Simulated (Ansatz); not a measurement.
Planning a run of Ansatz 0.2.0 on SnSe2 (2H monolayer). The input:

```yaml
crystal:
  lattice:
    - [3.44739341, 0.0, 0.0]
    - [-1.723696705, 2.9855302699, 0.0]
    - [0.0, 0.0, 33.9]
  atoms:
    - { symbol: Sn, position: [0.3333333333, 0.6666666667, 0.5] }
    - { symbol: Se, position: [0.6666666667, 0.3333333333, 0.5496454118] }
    - { symbol: Se, position: [0.6666666667, 0.3333333333, 0.4503545882] }
  periodic: [true, true, false]
kpoints:
  mp_grid: { grid: [9, 9, 1] }
hamiltonian:
  xc: lda
  pseudopotentials: { kind: paw, azcp: { folder: soft_1 }, xc_functional: pbe }
scf:
  occupations: { method: fermi_dirac, width: 0.02 }
relax:
  f_tol: 0.01
  max_steps: 100
  cell: {}
```

```sh
ansatz run input.yaml --threads 4 --pin off --max-ram 17510MiB --backend cpu --events-out ev --progress --plain --runs-dir out
```

How long will it take on 4 threads of AMD EPYC 7R13 (Zen 3), shared host, and how much memory?

It took 16 s; on shared hardware allow 8 s to 32 s. Peak host memory was 0.74 GiB. The sizes that set the cost: 7865 plane waves a state, 12 irreducible k points and 36 SCF cycles.

[Paths, hosts, dates, memory and timing lines, banners, echoed tables and standing remarks are left out of the program output.]

[Logs are printed without paths, hosts, clocks, repeated set-up lines and the standing remarks that a program may print on its own settings, such as how far it seeks lower states.]

[Runs of the session that timed out or met a known fault of the program may be left out.]

[Cells called generated may have been cut or substituted from an entry of the Crystallography Open Database or the Materials Project.]

[Hosts, paths, dates, database ids (printed as entryN), source tags and the programs' standing remarks are cut or masked in the printed files.]
